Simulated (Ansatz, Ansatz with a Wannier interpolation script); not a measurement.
# In2O3 (R-3c): what limits a Wannier interpolation of GW

How do the Wannier model and the GW settings move the interpolated bands of In2O3 (R-3c)?

Program: Ansatz 0.2.0. Level of theory: maximally localised Wannier functions, LDA, plane waves, PAW. Results are calculated unless marked as measured.

This is a report of a sequence of runs, with most program output left out.

## Step 1: Set-up

The structure is trigonal, space group R-3c (No. 167). Conventional cell: a = 5.487 Å, b = 5.487 Å, c = 14.510 Å, α = 90.00°, β = 90.00°, γ = 120.00°. Nearest to In lie 6 O at 2.12 to 2.26 Å. Nearest to O lie 4 In at 2.12 to 2.26 Å. Farther neighbours and most contacts between anions are not listed.

The cell and positions come from the Crystallography Open Database and are kept as given unless a step says otherwise. This is not the form that In2O3 usually takes at ambient conditions. The default PAW set here is soft_2. Its files were made with PBE.

## Step 2: Wannier model on 8×8×8

Localised functions give a small Hamiltonian that interpolates between mesh points at no cost.

File input.yaml:

```yaml
crystal:
  lattice:
    - [2.7435, 1.5839604635, 4.8366666667]
    - [-2.7435, 1.5839604635, 4.8366666667]
    - [0.0, -3.167920927, 4.8366666667]
  atoms:
    - { symbol: In, position: [0.35731, 0.35731, 0.35731] }
    - { symbol: In, position: [0.14269, 0.14269, 0.14269] }
    - { symbol: In, position: [0.64269, 0.64269, 0.64269] }
    - { symbol: In, position: [0.85731, 0.85731, 0.85731] }
    - { symbol: O, position: [0.548, 0.952, 0.25] }
    - { symbol: O, position: [0.25, 0.548, 0.952] }
    - { symbol: O, position: [0.952, 0.25, 0.548] }
    - { symbol: O, position: [0.452, 0.048, 0.75] }
    - { symbol: O, position: [0.75, 0.452, 0.048] }
    - { symbol: O, position: [0.048, 0.75, 0.452] }
kpoints:
  mp_grid: { grid: [4, 4, 4] }
hamiltonian:
  xc: lda
scf:
  occupations: { method: fixed }
  n_extra_bands: 67
output:
  wannier:
    kmesh: [8, 8, 8]
    projections:
      - { species: In, l: s, shell: 5 }
      - { species: In, l: p, shell: 5 }
      - { species: O, l: p, shell: 2 }
    minimise: true
    write_hr: true
    seedname: w
    conv_tol: 1.0e-07
    max_iter: 4000
    disentanglement:
      window: [2.65, 23.21]
      frozen_window: [2.65, 12.77]
      conv_tol: 1.0e-08
```

Launch:

```bash
$ ansatz run input.yaml --threads 3 --pin off --max-ram 92160MiB --backend cuda --events-out ev --progress --plain --runs-dir out --devices 1 --max-vram 13GiB
```

Run time: 40 s. Hardware: 1 × NVIDIA H100 80GB HBM3 (shared by 6 runs) with 3 threads of AMD EPYC 7R13 (Zen 3), shared host; peak memory 1.9 GiB; 55 s of CPU time.

This step gave:

- gauge-invariant spread: 58.19 Å²
- diagonal spread: 0.03386 Å²
- off-diagonal spread: 7.050 Å²
- total spread: 65.27 Å²
- least projectability: 0.1912
- localisation steps: 29
- disentanglement steps: 148
- r.m.s. interpolation error: 4.30e-4 eV
- r.m.s. error near the gap: 3.37e-4 eV

Near the gap the model misses directly solved bands by 0.3 meV r.m.s. and by 3 meV at most in the window tested. This tests the starting bands, not the corrections carried with them.

## Step 3: Wannier model on 4×4×4

Changes to input.yaml since step 2:

```diff
@@ -25,3 +25,3 @@
   wannier:
-    kmesh: [8, 8, 8]
+    kmesh: [4, 4, 4]
     projections:
```

It took 15 s on 1 × NVIDIA H100 80GB HBM3 (shared by 6 runs) with 3 threads; peak memory 1.1 GiB.

This step gave:

```
gauge-invariant spread     : 47.79 Å²
diagonal spread            : 0.02724 Å²
off-diagonal spread        : 6.888 Å²
total spread               : 54.70 Å²
least projectability       : 0.3720
localisation steps         : 32
disentanglement steps      : 60
r.m.s. interpolation error : 0.003195 eV
r.m.s. error near the gap  : 0.002641 eV
```

Near the gap the model misses directly solved bands by 2.6 meV r.m.s. and by 14 meV at most in the window tested. This tests the starting bands, not the corrections carried with them.

Frozen up to 4.18 eV; above it the model need not follow the bands. Electronic bands along the path, in eV, zero at the valence-band top; v1 is the highest filled band, c1 the lowest empty one:

```
     point     v4     v3     v2     v1    c1    c2    c3    c4
         Γ  -0.28  -0.28  -0.05  -0.05  1.18  5.41  6.07  7.16
   halfway  -0.24  -0.24  -0.08  -0.08  2.57  5.26  6.30  7.23
         T  -0.20  -0.20  -0.20  -0.20  4.31  4.31  7.03  7.03
   halfway  -0.55  -0.55  -0.22  -0.22  4.84  4.84  6.65  6.65
        H2  -0.35  -0.35  -0.16  -0.16  5.50  5.50  5.79  5.79
jump to H0  -0.35  -0.35  -0.16  -0.16  5.50  5.50  5.79  5.79
   halfway  -0.38  -0.38  -0.11  -0.11  5.03  5.03  5.81  5.81
         L  -0.78  -0.78  -0.07  -0.07  4.87  4.87  5.74  5.74
   halfway  -0.42  -0.41  -0.18  -0.01  2.77  5.82  5.93  6.60
         Γ  -0.28  -0.28  -0.05  -0.05  1.18  5.41  6.07  7.16
   halfway  -0.50  -0.15  -0.14  -0.01  3.21  5.59  6.03  6.52
        S0  -0.46  -0.28  -0.22  -0.07  5.23  5.42  5.64  6.12
jump to S2  -0.46  -0.28  -0.22  -0.07  5.23  5.42  5.64  6.12
   halfway  -0.55  -0.31  -0.14  -0.05  5.14  5.39  6.22  6.32
         F  -0.56  -0.35  -0.09  -0.04  5.11  5.39  6.42  6.52
   halfway  -0.46  -0.31  -0.26  -0.07  3.08  5.89  5.97  6.81
         Γ  -0.28  -0.28  -0.05  -0.05  1.18  5.41  6.07  7.16
```

The same for Kohn-Sham, solved directly:

```
point     v4     v3     v2     v1    c1    c2    c3    c4
    Γ  -0.28  -0.28  -0.05  -0.05  1.18  5.41  6.07  7.16
    T  -0.20  -0.20  -0.20  -0.20  4.31  4.31  7.01  7.01
   H2  -0.35  -0.35  -0.16  -0.16  5.46  5.46  5.78  5.78
   H0  -0.35  -0.35  -0.16  -0.16  5.46  5.46  5.78  5.78
    L  -0.78  -0.78  -0.07  -0.07  4.86  4.86  5.72  5.72
    Γ  -0.28  -0.28  -0.05  -0.05  1.18  5.41  6.07  7.16
   S0  -0.46  -0.27  -0.22  -0.07  5.17  5.40  5.62  6.07
   S2  -0.46  -0.27  -0.22  -0.07  5.17  5.40  5.62  6.07
    F  -0.56  -0.35  -0.09  -0.04  5.08  5.39  6.33  6.42
    Γ  -0.28  -0.28  -0.05  -0.05  1.18  5.41  6.07  7.16
```

## Step 4: A faulty Wannier input

Changes to input.yaml since step 3:

```diff
@@ -34,3 +34,3 @@
     conv_tol: 1.0e-07
-    max_iter: 4000
+    max_iter: 3
     disentanglement:
```

Launch:

```bash
$ ansatz run input.yaml --threads 3 --pin off --max-ram 92160MiB --backend cpu --events-out ev --progress --plain --runs-dir out
```

Run time: 0.12 s. Hardware: 3 threads; peak memory 0.092 GiB.

The program refused the input before any cycle.

The program's message: “Error: invalid value for `output.wannier.max_iter`: must be ≥ 5; got 3”

The fault put into this input: too few iterations.

## Step 5: G0W0: 4×4×4 mesh, 526 empty bands, screening to 150 eV

Now the one-shot GW correction: screening in the RPA, then the self-energy of the levels asked for.

This step: G0W0 on LDA, plane waves, PAW.

input.yaml, the sections that differ from step 4:

```yaml
scf:
  occupations: { method: fixed }
gw:
  n_empty_bands: 526
  ecut_chi: 150.0
  qp_bands: [v18, c1]
  screening: { model: contour_deformation }
# crystal, kpoints, hamiltonian: as in step 4
# output: removed
```

Launch:

```bash
$ ansatz run input.yaml --threads 3 --pin off --max-ram 92160MiB --backend cuda --events-out ev --progress --plain --runs-dir out --devices 1 --max-vram 13GiB
```

The job ended after 2 min (1 × NVIDIA H100 80GB HBM3 (shared by 6 runs) with 3 threads; peak memory 1.8 GiB).

The G0W0 gap on the mesh is 2.419 eV.

## Step 6: G0W0: 2×2×2 mesh, 526 empty bands, screening to 150 eV

Changes to input.yaml since step 5:

```diff
@@ -17,3 +17,3 @@
 kpoints:
-  mp_grid: { grid: [4, 4, 4] }
+  mp_grid: { grid: [2, 2, 2] }
 hamiltonian:
```

Elapsed: 14 s, on 1 × NVIDIA H100 80GB HBM3 (shared by 6 runs) with 3 threads; peak memory 1.3 GiB.

The G0W0 gap on the mesh is 2.198 eV.

## Step 7: G0W0: 4×4×4 mesh, 244 empty bands, screening to 90 eV, plasmon pole

Changes to input.yaml since step 6:

```diff
@@ -17,3 +17,3 @@
 kpoints:
-  mp_grid: { grid: [2, 2, 2] }
+  mp_grid: { grid: [4, 4, 4] }
 hamiltonian:
@@ -23,5 +23,5 @@
 gw:
-  n_empty_bands: 526
-  ecut_chi: 150.0
+  n_empty_bands: 244
+  ecut_chi: 90
   qp_bands: [v18, c1]
-  screening: { model: contour_deformation }
+  screening: { model: godby_needs }
```

It took 81 s on 1 × NVIDIA H100 80GB HBM3 (shared by 6 runs) with 3 threads; peak memory 1.9 GiB; 2.9 min of CPU time.

The G0W0 gap on the mesh is 2.335 eV.

## Step 8: Interpolated results

Times are wall times on 1 × NVIDIA H100 80GB HBM3 (shared by 6 runs) with 3 threads of AMD EPYC 7R13 (Zen 3), shared host, good to a factor of about two.

```
GW mesh  empty bands  cutoff (eV)            frequency  gap on mesh (eV)  gap over zone (eV)  direct gap (eV)  valence width (eV)  GW time
  4×4×4          526          150  contour deformation             2.419               2.406            2.459               5.841    2 min
  2×2×2          526          150  contour deformation             2.198               2.169            2.221               5.807     14 s
  4×4×4          244           90         plasmon pole             2.335               2.318            2.346               6.204     81 s
```

## Step 9: Results

```
4×4×4 mesh, 526 empty bands, screening to 150 eV              : 2.41 eV
2×2×2 mesh, 526 empty bands, screening to 150 eV              : 2.17 eV
4×4×4 mesh, 244 empty bands, screening to 90 eV, plasmon pole : 2.32 eV
```

**Reading.** The largest change, −0.24 eV in the gap over the zone, comes with 2×2×2 mesh, 526 empty bands, screening to 150 eV. The first run is a reference, not a converged one, and where a row moves several settings no single cause can be named. Rows on another GW mesh add that mesh's corrections to the bands of the one model. Coarser Wannier mesh (4×4×4): the miss near the gap goes from under 1 (the model on 8×8×8) to 3 meV and the total spread from 65.3 to 54.7 Å². With 2×2×2 mesh, 526 empty bands, screening to 150 eV the gap over the zone moves by −0.24 eV and that on the mesh by −0.22 eV. With 4×4×4 mesh, 244 empty bands, screening to 90 eV, plasmon pole the gap over the zone moves by −0.09 eV and that on the mesh by −0.08 eV. Gaps over the zone and on the mesh differ where an edge lies off the mesh, or where a GW run starts from another density: the starting gap over the zone is 1.173 eV, on the GW meshes it is 1.184 eV and 1.203 eV. The many-body steps are scalar-relativistic: spin-orbit coupling is not in them.

[Paths, hosts, dates, memory and timing lines, banners, echoed tables and standing remarks are left out of the program output.]

[Logs are printed without paths, hosts, clocks, repeated set-up lines and the standing remarks that a program may print on its own settings, such as how far it seeks lower states.]

[Runs of the session that timed out or met a known fault of the program may be left out.]

[Hosts, paths, dates, database ids (printed as entryN), source tags and the programs' standing remarks are cut or masked in the printed files.]
